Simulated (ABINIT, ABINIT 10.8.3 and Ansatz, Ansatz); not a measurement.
## Sr2AlSbO6 (Fm-3m): Bethe-Salpeter spectra with ABINIT

Aim: the absorption spectrum of Sr2AlSbO6 (Fm-3m) with electron-hole interaction, and what each part of the kernel does.

Method: LDA and many-body steps on it, plane waves, in ABINIT 10.8.3 and Ansatz 0.2.0.

### 1. Set-up

Symmetry: Fm-3m, No. 225, cubic system. The conventional cell has a = 7.857 Å, b = 7.857 Å, c = 7.857 Å, α = 90.00°, β = 90.00°, γ = 90.00°. Nearest to Sr lie 12 O at 2.78 Å. Nearest to Al lie 6 O at 1.93 Å. Sb has 6 O at 2.00 Å nearest. Nearest to O lie 1 Al at 1.93 Å and 1 Sb at 2.00 Å and 4 Sr at 2.78 Å. Farther neighbours and most contacts between anions are not listed.

The cell and positions are those that the Materials Project relaxed with its own functionals (PBE, PBE+U or r2SCAN), kept fixed. Spin-orbit coupling is left out unless a step names it.

### 2. Empty states on the mesh, 2×2×2 mesh, 110 bands

This step: ABINIT 10.8.3; DFT, LDA, plane waves, norm-conserving pseudopotentials.

The sums over transitions need many empty states on a uniform mesh; this step solves for them.

Contents of run.abi:

```
acell 3*1.0 Angstrom
rprim 
  0.000000000000 3.928638000000 3.928638000000
  3.928638000000 0.000000000000 3.928638000000
  3.928638000000 3.928638000000 0.000000000000
ntypat 4
znucl 38 13 51 8
natom 10
typat 1 1 2 3 4 4 4 4 4 4
xred 
  0.250000000000 0.250000000000 0.250000000000
  0.750000000000 0.750000000000 0.750000000000
  0.000000000000 0.000000000000 0.000000000000
  0.500000000000 0.500000000000 0.500000000000
  0.753917000000 0.246083000000 0.246083000000
  0.246083000000 0.753917000000 0.753917000000
  0.246083000000 0.753917000000 0.246083000000
  0.753917000000 0.246083000000 0.753917000000
  0.246083000000 0.246083000000 0.753917000000
  0.753917000000 0.753917000000 0.246083000000
pp_dirpath "pseudos"
pseudos "Sr.upf, Al.upf, Sb.upf, O.upf"
ecut 42
ngkpt 2 2 2
nshiftk 1
shiftk 0 0 0
kptopt 1
chksymbreak 0
iscf -2
irdden 1
istwfk *1
nband 110
nbdbuf 10
tolwfr 1e-09
nstep 60
prtvol 0
indata_prefix "in"
outdata_prefix "out"
tmpdata_prefix "tmp"
```

Command:

```
> OMP_NUM_THREADS=1 mpirun -n 4 abinit run.abi > log
```

Numbers of over 12 decimals in the logs are rounded to 6 here.

The program printed:

```text
.Version 10.8.3 of ABINIT. v10.8.2 released Aug 2026.

 Symmetries : space group Fm -3 m (#225); Bravais cF (face-center cubic)
[... echo of the input left out ...]
== DATASET  1 ==================================================================
-   mpi_nproc: 4, omp_nthreads: 1 (-1 if OMP is not activated)
-    --> not optimal distribution: autoparal keyword recommended in input file <--

--- !DatasetInfo
iteration_state: {dtset: 1, }
dimensions: {natom: 10, nkpt: 3, mband: 110, nsppol: 1, nspinor: 1, nspden: 1, mpw: 10777, }
cutoff_energies: {ecut:  42.0, pawecutdg:  -1.0, }
[...]
1.21415    1.22192    1.22192    1.24195    1.24195    1.24195    1.25895    1.25895
   1.25895    1.29498    1.29498    1.33925    1.33925    1.33925    1.38639    1.38640
   1.38643    1.38666    1.39892    1.39952    1.41746    1.42014
 prteigrs : prtvol=0 or 1, do not print more k-points.

== END DATASET(S) ==============================================================
================================================================================

 -outvars: echo values of variables after computation  --------
            nband         110
             nkpt           3
          spgroup         225
 [... the other variables as echoed above ...]

 Calculation completed.
```

Elapsed: 39 s, on 4 MPI ranks of Arm Neoverse V2, shared host; peak memory 0.44 GiB; 2.6 min of CPU time.

This step gave:

```yaml
gap: 1.771 eV
k_of_the_valence_top: 0, 0, 0
k_of_the_conduction_bottom: 0, 0, 0
least_direct_gap: 1.771 eV
k_points_computed: 3
lowest_point_of_the_top_converged_band_above_the_valence_top: 29.13 eV
```

On this mesh the gap is 1.771 eV.

The density comes from a self-consistent run that is not shown.

### 3. Screening, 2×2×2 mesh, 100 bands, screening to 98 eV

The RPA dielectric matrix is built and inverted for each q.

This step: RPA screening on LDA, plane waves, norm-conserving pseudopotentials.

Edit run.abi of step 2 so:

```diff
@@ -28,10 +28,11 @@
 chksymbreak 0
-iscf -2
-irdden 1
 istwfk *1
-nband 110
-nbdbuf 10
-tolwfr 1e-09
-nstep 60
-prtvol 0
+occopt 1
+irdwfk 1
+optdriver 3
+nband 100
+ecuteps 3.6
+inclvkb 2
+awtr 1
+symchi 1
 indata_prefix "in"
```

The program printed:

```text
.Version 10.8.3 of ABINIT. v10.8.2 released Aug 2026.

 Symmetries : space group Fm -3 m (#225); Bravais cF (face-center cubic)
[... echo of the input left out ...]
== DATASET  1 ==================================================================
-   mpi_nproc: 4, omp_nthreads: 1 (-1 if OMP is not activated)

--- !DatasetInfo
iteration_state: {dtset: 1, }
dimensions: {natom: 10, nkpt: 3, mband: 100, nsppol: 1, nspinor: 1, nspden: 1, mpw: 10777, }
cutoff_energies: {ecut:  42.0, pawecutdg:  -1.0, }
[...]
--------------------------------------------------------------------------------
[... chi0 elements left out ...]
 For q-point:  0.000010 0.000020 0.000030
  dielectric constant =   4.9282
  dielectric constant without local fields =   5.2955

  Average fulfillment of the sum rule on Im[epsilon] for q-point    1 :     32.80  [%]
[... wings left out ...]
  q-point number  2        q = ( 0.500000, 0.000000, 0.000000) [r.l.u.]
--------------------------------------------------------------------------------
[... chi0 elements left out ...]
  Average fulfillment of the sum rule on Im[epsilon] for q-point    2 :     40.10  [%]

 [... 1 further q-points ...]
```

The job ended after 29 s (4 MPI ranks; peak memory 1.6 GiB; 1.9 min of CPU time).

This step gave:

- ε∞ with local fields, on this mesh, along the program's q direction: 4.928
- the same without local fields: 5.295
- plasma frequency: 30.53 eV
- plane waves in the screening matrix: 283

Local fields lower ε∞ by 7 %. On a Γ-centred mesh this coarse the value itself is usually too large, while a short band sum pulls it down.

### 4. Self-energy, 2×2×2 mesh, 100 bands, screening to 98 eV

The self-energy is evaluated for the states that the input lists, and the levels follow from it, in one-shot runs by the linearised quasiparticle equation.

This step: G0W0 on LDA, plane waves, norm-conserving pseudopotentials.

Edit run.abi of step 3 so:

```diff
@@ -31,8 +31,15 @@
 irdwfk 1
-optdriver 3
+optdriver 4
 nband 100
+gwcalctyp 0
+ecutsigx 42
+symsigma 1
+nkptgw 1
+kptgw 
+  0.0000000000 0.0000000000 0.0000000000
+bdgw 
+  39 44
 ecuteps 3.6
-inclvkb 2
-awtr 1
-symchi 1
+irdscr 1
+ppmodel 1
 indata_prefix "in"
```

The program printed:

```text
.Version 10.8.3 of ABINIT. v10.8.2 released Aug 2026.

 Symmetries : space group Fm -3 m (#225); Bravais cF (face-center cubic)
[... echo of the input left out ...]
== DATASET  1 ==================================================================
-   mpi_nproc: 4, omp_nthreads: 1 (-1 if OMP is not activated)

--- !DatasetInfo
iteration_state: {dtset: 1, }
dimensions: {natom: 10, nkpt: 3, mband: 100, nsppol: 1, nspinor: 1, nspden: 1, mpw: 10777, }
cutoff_energies: {ecut:  42.0, pawecutdg:  -1.0, }
[...]
42   8.563 -16.994 -12.134  -2.257   0.841  -0.190 -14.806   2.189  10.752
       43  12.062 -10.970  -5.362  -3.183   0.868  -0.153  -8.866   2.104  14.166
       44  12.062 -10.970  -5.362  -3.183   0.868  -0.153  -8.866   2.104  14.166

== END DATASET(S) ==============================================================
================================================================================

 -outvars: echo values of variables after computation  --------
           etotal      0.0000000000E+00
            nband         100
             nkpt           3
          spgroup         225
 [... the other variables as echoed above ...]

 Calculation completed.
```

The job ended after 6 s (4 MPI ranks; peak memory 0.4 GiB).

This step gave:

| Item | Value |
| --- | --- |
| G0W0 gap on the points computed | 3.947 eV |
| starting gap on the mesh | 1.771 eV |
| k of the valence top | 0, 0, 0 |
| k of the conduction bottom | 0, 0, 0 |
| least direct G0W0 gap on the computed points | 3.947 eV |

The gap on the mesh goes from 1.77 eV to 3.95 eV, a correction of +2.18 eV.

The gap opens by 2.176 eV; the next steps shift the empty bands rigidly by 2.176 eV.

### 5. Excitons

Optical absorption needs the electron-hole interaction, solved here in a basis of vertical transitions on the mesh.

This step: Bethe-Salpeter equation on LDA with a scissors shift, plane waves, norm-conserving pseudopotentials.

Edit run.abi of step 4 so:

```diff
@@ -31,15 +31,17 @@
 irdwfk 1
-optdriver 4
-nband 100
-gwcalctyp 0
-ecutsigx 42
-symsigma 1
-nkptgw 1
-kptgw 
-  0.0000000000 0.0000000000 0.0000000000
-bdgw 
-  39 44
+optdriver 99
+bs_calctype 1
+mbpt_sciss 2.176 eV
+bs_loband 26
+nband 48
+bs_exchange_term 1
+bs_coulomb_term 11
+bs_coupling 0
+bs_algorithm 1
+bs_freq_mesh 0 10 0.1 eV
+zcut 0.15 eV
 ecuteps 3.6
+ecutwfn 21
+inclvkb 2
 irdscr 1
-ppmodel 1
 indata_prefix "in"
```

The program printed:

```text
.Version 10.8.3 of ABINIT. v10.8.2 released Aug 2026.

 Symmetries : space group Fm -3 m (#225); Bravais cF (face-center cubic)
[... echo of the input left out ...]
== DATASET  1 ==================================================================
-   mpi_nproc: 4, omp_nthreads: 1 (-1 if OMP is not activated)

--- !DatasetInfo
iteration_state: {dtset: 1, }
dimensions: {natom: 10, nkpt: 3, mband: 48, nsppol: 1, nspinor: 1, nspden: 1, mpw: 3812, }
cutoff_energies: {ecut:  21.0, pawecutdg:  -1.0, }
electrons: {nelect:   8.20000000E+01, charge:   0.00000000E+00, occopt:   1.00000000E+00, tsmear:   1.00000000E-02, }

 Exciton: Calculation of dielectric properties by solving the Bethe-Salpeter equation
 in frequency domain and reciprocal space on a transitions basis set.
 Based on a program developed by L. Reining, V. Olevano, F. Sottile,
 S. Albrecht, and G. Onida. Incorporated in ABINIT by M. Giantomassi.

.Using double precision arithmetic ; gwpc =  8

[... cell and pseudopotentials left out ...]
--------------------------------------------------------------------------------

 ==== K-mesh for the wavefunctions ====
 Number of points in the irreducible wedge :     3
[... list of points left out ...]
 Together with 48 symmetry operations and time-reversal symmetry
 yields     8 points in the full Brillouin Zone.

 ==== Q-mesh for the screening function ====
 Number of points in the irreducible wedge :     3
[... list of points left out ...]
 Together with 48 symmetry operations and time-reversal symmetry
 yields     8 points in the full Brillouin Zone.

 vcoul_init : cutoff-mode = AUXILIARY_FUNCTION
 q-points for optical limit:   1
     1)      0.000010    0.000020    0.000030
 setmesh: FFT mesh size selected  =    32x   32x   32
          total number of points  =        32768

 ==== Fundamental parameters for the solution of the Bethe-Salpeter equation: ====
 Algorithm: Direct diagonalization.
 Dimension of the v, W matrices,  npweps  = 283
 Cutoff for the wavefunctions,    npwwfn  = 3719
 Number of k-points in the IBZ,   nkibz   = 3
 Highest empty band included,     nband   = 48
 === Spin UP ===
 Number of resonant transitions          896
 Lowest occupied state                   26
 Highest occupied state                  41
 Lowest unoccupied state                 42
 Highest unoccupied state                48
 Minimum frequency [eV]           Emin    =   0.00
 Maximum frequency [eV]           Emax    =  10.00
 Frequency step [eV]              dE      =   0.10
 Lorentzian broadening [eV]       eta     =   0.15
 RPA L0 with KS energies and KS wavefunctions
 Scissors operator energy [eV] =          2.18
 Local fields effects (v term) included
 Excitonic effects (W term) included
 Full W_GG' included
 W is read from an external SCR file
 Resonant-only calculation (Hermitian case)

 Calculating epsilon_Macro(q-->0,w), along the following directions:
 q = (  1.364364  0.000000  0.000000) [r.l.u.]
 q = (  0.000000  1.364364  0.000000) [r.l.u.]
 q = (  0.000000  0.000000  1.364364) [r.l.u.]
 q = (  0.000000  1.181574  1.181574) [r.l.u.]
 q = (  1.181574  0.000000  1.181574) [r.l.u.]
 q = (  1.181574  1.181574  0.000000) [r.l.u.]
 Number of electrons calculated from density =   81.8825; Expected =   82.0000
 average of density, n =  0.100055
 r_s =    1.3363
 omega_plasma =   30.5123 [eV]

. Writing resonant excitonic Hamiltonian on file out_BSR; file size=   0.01 [Gb].
 Direct diagonalization of the resonant excitonic Hamiltonian, Matrix size= 896
. Using LAPACK sequential version.
 Excitonic eigenvalues in eV up to n=   32
   3.19737   3.19877   3.20016   4.00458   4.00537   4.00635   4.39528   4.39584
   4.39654   4.99160   4.99482   5.50321   5.50551   5.58262   5.84537   5.84855
   5.85411   5.94895   5.95918   5.97105   5.97160   5.97769   5.98677   6.00144
   6.00171   6.02256   6.02291   6.02528   6.02893   6.03023   6.05218   6.08582

 First excitonic eigenvalue=    3.20 [eV]
 Last  excitonic eigenvalue=   15.24 [eV]

 GW  direct gap       3.95  0.00 [eV]
 EXC direct gap       3.20  0.00 [eV]
 EXC binding energy   0.75  0.00 [eV]

 Excitonic eigenvalues up to the GW energy gap [eV]
  1 (  3.20  0.00)
  2 (  3.20  0.00)
  3 (  3.20  0.00)

 Macroscopic dielectric function:
 omega [eV] <KS_RPA_nlf>  <GW_RPA_nlf>  <BSE>
   0.0000   3.9646   0.0000   3.0710   0.0000   3.4124   0.0000
   0.1000   3.9664   0.0054   3.0714   0.0012   3.4131   0.0021
   0.2000   3.9717   0.0109   3.0726   0.0024   3.4152   0.0042
   0.3000   3.9807   0.0165   3.0746   0.0036   3.4187   0.0063
   0.4000   3.9935   0.0224   3.0774   0.0049   3.4236   0.0085
   0.5000   4.0103   0.0286   3.0811   0.0061   3.4299   0.0107
   0.6000   4.0313   0.0353   3.0856   0.0074   3.4378   0.0129
   0.7000   4.0568   0.0426   3.0909   0.0087   3.4471   0.0153
   0.8000   4.0874   0.0506   3.0971   0.0100   3.4581   0.0177
   0.9000   4.1235   0.0597   3.1042   0.0114   3.4707   0.0203

 Writing KS-RPA macroscopic dielectric function without local fields to file: out_RPA_NLF_MDF
 Writing GW-RPA macroscopic dielectric function without local fields to file: out_GW_NLF_MDF
 Writing EXC Macroscopic dielectric function to file: out_EXC_MDF

== END DATASET(S) ==============================================================
================================================================================

 -outvars: echo values of variables after computation  --------
           etotal      0.0000000000E+00
            nband          48
             nkpt           3
          spgroup         225
 [... the other variables as echoed above ...]

 Calculation completed.
```

Elapsed: 41 s, on 4 MPI ranks; peak memory 0.61 GiB.

Numbers from this step:

* direct gap of the transition levels: 3.947 eV
* transitions in the window: 896
* first strong exciton (over a fiftieth of the strongest listed): 4.005 eV
* lowest state: 3.197 eV
* binding of the lowest state below the direct gap: 0.7496 eV
* Coulomb term of one mesh cell: 0.8382 eV

The binding is 0.89 times the screened Coulomb term of one mesh cell (0.84 eV), so it is not shown settled.

The lowest state lies at 3.197 eV, 0.750 eV under the direct gap.

Lines within 3 meV are set at the lowest of them, and the highest group, which the list may cut short, is left out. Exciton lines, with heights relative to the strongest:

| position (eV) | lines merged | oscillator strength, relative |
| --- | --- | --- |
| 3.197 | 3 | 0.1 |
| 4.005 | 3 | 100 |
| 4.395 | 3 | 0.0 |
| 4.992 | 1 | 0.0 |
| 4.995 | 1 | 0.0 |
| 5.503 | 2 | 0.0 |
| 5.583 | 1 | 0.0 |
| 5.845 | 1 | 0.0 |

Mean over the three Cartesian directions of q; broadening 0.15 eV; transition window only. Limits: finite bands, cutoff and mesh; no spin-orbit coupling; coarse k mesh; exciton not shown settled in the k mesh. ε₂ against photon energy; read off at these points:

| photon energy (eV) | BSE | no electron-hole interaction | Kohn-Sham, no shift |
| --- | --- | --- | --- |
| 0.00 | 0 | 0 | 0 |
| 0.30 | 0.00633 | 0.00363 | 0.0165 |
| 0.70 | 0.0153 | 0.00867 | 0.0426 |
| 1.00 | 0.0229 | 0.0128 | 0.0700 |
| 1.40 | 0.0355 | 0.0191 | 0.134 |
| 1.70 | 0.0478 | 0.0247 | 0.240 |
| 2.10 | 0.0716 | 0.0342 | 0.744 |
| 2.40 | 0.0997 | 0.0436 | 3.46 |
| 2.80 | 0.169 | 0.0619 | 2.29 |
| 3.10 | 0.288 | 0.0834 | 0.636 |
| 3.40 | 0.587 | 0.119 | 0.345 |
| 3.80 | 3.34 | 0.220 | 0.291 |
| 4.00 | 9.50 | 0.334 | 0.342 |
| 4.10 | 6.83 | 0.432 | 0.397 |
| 4.50 | 0.887 | 2.16 | 1.56 |
| 4.80 | 0.451 | 6.72 | 2.78 |
| 5.20 | 0.367 | 0.822 | 0.968 |
| 5.50 | 0.534 | 0.393 | 2.58 |
| 5.90 | 2.94 | 0.294 | 2.44 |
| 6.00 | 3.61 | 0.302 | 1.76 |
| 6.20 | 1.44 | 0.359 | 1.58 |
| 6.60 | 0.927 | 1.06 | 2.91 |
| 6.90 | 2.48 | 3.82 | 7.08 |
| 7.10 | 7.19 | 1.48 | 6.08 |
| 7.20 | 6.32 | 1.07 | 5.16 |
| 7.60 | 2.59 | 1.77 | 7.50 |
| 7.90 | 5.63 | 5.77 | 5.98 |
| 8.30 | 9.07 | 1.54 | 4.05 |
| 8.60 | 4.58 | 3.17 | 3.09 |
| 9.00 | 5.74 | 4.92 | 1.95 |
| 9.10 | 5.95 | 7.67 | 1.99 |
| 9.30 | 4.83 | 5.77 | 3.29 |
| 9.70 | 2.73 | 7.50 | 4.94 |
| 10.00 | 1.99 | 5.95 | 3.37 |

### 6. Triplet (no exchange term)

Edit run.abi of step 5 so:

```diff
@@ -34,5 +34,5 @@
 mbpt_sciss 2.176 eV
-bs_loband 26
-nband 48
-bs_exchange_term 1
+bs_loband 28
+nband 43
+bs_exchange_term 0
 bs_coulomb_term 11
@@ -40,3 +40,3 @@
 bs_algorithm 1
-bs_freq_mesh 0 10 0.1 eV
+bs_freq_mesh 0 8 0.05 eV
 zcut 0.15 eV
```

The program printed:

```text
.Version 10.8.3 of ABINIT. v10.8.2 released Aug 2026.

 Symmetries : space group Fm -3 m (#225); Bravais cF (face-center cubic)
[... echo of the input left out ...]
== DATASET  1 ==================================================================
-   mpi_nproc: 4, omp_nthreads: 1 (-1 if OMP is not activated)

--- !DatasetInfo
iteration_state: {dtset: 1, }
dimensions: {natom: 10, nkpt: 3, mband: 43, nsppol: 1, nspinor: 1, nspden: 1, mpw: 3812, }
cutoff_energies: {ecut:  21.0, pawecutdg:  -1.0, }
electrons: {nelect:   8.20000000E+01, charge:   0.00000000E+00, occopt:   1.00000000E+00, tsmear:   1.00000000E-02, }

 Exciton: Calculation of dielectric properties by solving the Bethe-Salpeter equation
 in frequency domain and reciprocal space on a transitions basis set.
 Based on a program developed by L. Reining, V. Olevano, F. Sottile,
 S. Albrecht, and G. Onida. Incorporated in ABINIT by M. Giantomassi.

.Using double precision arithmetic ; gwpc =  8

[... cell and pseudopotentials left out ...]
--------------------------------------------------------------------------------

 ==== K-mesh for the wavefunctions ====
 Number of points in the irreducible wedge :     3
[... list of points left out ...]
 Together with 48 symmetry operations and time-reversal symmetry
 yields     8 points in the full Brillouin Zone.

 ==== Q-mesh for the screening function ====
 Number of points in the irreducible wedge :     3
[... list of points left out ...]
 Together with 48 symmetry operations and time-reversal symmetry
 yields     8 points in the full Brillouin Zone.

 vcoul_init : cutoff-mode = AUXILIARY_FUNCTION
 q-points for optical limit:   1
     1)      0.000010    0.000020    0.000030
 setmesh: FFT mesh size selected  =    32x   32x   32
[...]
average of density, n =  0.100055
 r_s =    1.3363
 omega_plasma =   30.5123 [eV]

. Writing resonant excitonic Hamiltonian on file out_BSR; file size=   0.00 [Gb].
 Direct diagonalization of the resonant excitonic Hamiltonian, Matrix size= 224
. Using LAPACK sequential version.
 Excitonic eigenvalues in eV up to n=   32
   3.15008   3.15144   3.15325   3.93514   3.93639   3.93762   4.34172   4.34242
   4.34270   4.83559   4.84079   5.43370   5.43583   5.50685   5.80504   5.80915
   5.81534   5.85037   5.86000   5.87842   5.88373   5.90073   5.97016   5.97339
   5.99201   6.00144   6.00254   6.00271   6.02335   6.02438   6.05343   6.08551

 First excitonic eigenvalue=    3.15 [eV]
 Last  excitonic eigenvalue=   13.25 [eV]

 GW  direct gap       3.95  0.00 [eV]
 EXC direct gap       3.15  0.00 [eV]
 EXC binding energy   0.80  0.00 [eV]

 Excitonic eigenvalues up to the GW energy gap [eV]
  1 (  3.15  0.00)
  2 (  3.15  0.00)
  3 (  3.15  0.00)
  4 (  3.94  0.00)
  5 (  3.94  0.00)
  6 (  3.94  0.00)

 Macroscopic dielectric function:
 omega [eV] <KS_RPA_nlf>  <GW_RPA_nlf>  <BSE>
   0.0000   2.5948   0.0000   2.0006   0.0000   2.2296   0.0000
   0.0500   2.5952   0.0023   2.0006   0.0004   2.2297   0.0009
   0.1000   2.5963   0.0047   2.0009   0.0009   2.2302   0.0017
[...]
0.4000   2.6199   0.0195   2.0053   0.0035   2.2388   0.0070
   0.4500   2.6267   0.0222   2.0065   0.0040   2.2412   0.0079

 Writing KS-RPA macroscopic dielectric function without local fields to file: out_RPA_NLF_MDF
 Writing GW-RPA macroscopic dielectric function without local fields to file: out_GW_NLF_MDF
 Writing EXC Macroscopic dielectric function to file: out_EXC_MDF

== END DATASET(S) ==============================================================
================================================================================

 -outvars: echo values of variables after computation  --------
           etotal      0.0000000000E+00
            nband          43
             nkpt           3
          spgroup         225
 [... the other variables as echoed above ...]

 Calculation completed.
```

It took 10 s on 4 MPI ranks; peak memory 0.6 GiB; 40 s of CPU time.

The lowest triplet lies at 3.150 eV; triplets are dark, so no spectrum is read.

[end of part 1 of 2]

[Paths, hosts, dates, memory and timing lines, banners, echoed tables and standing remarks are left out of the program output.]

[Logs are printed without paths, hosts, clocks, repeated set-up lines and the standing remarks that a program may print on its own settings, such as how far it seeks lower states.]

[Runs of the session that timed out or met a known fault of the program may be left out.]

[No measured gap is set beside runs whose start may be inverted or whose files or cutoffs have a known fault.]

[Hosts, paths, dates, database ids (printed as entryN), source tags and the programs' standing remarks are cut or masked in the printed files.]

[G0W0 gaps are taken among the corrected bands and points alone; a level outside them can change the order at an edge.]

[Where Ansatz stands beside ABINIT at settings called matched, ABINIT's density can come from a denser mesh and the files from another edition; pairs whose starting gaps differed by over 0.03 eV were left out, so agreement reads better than it is.]
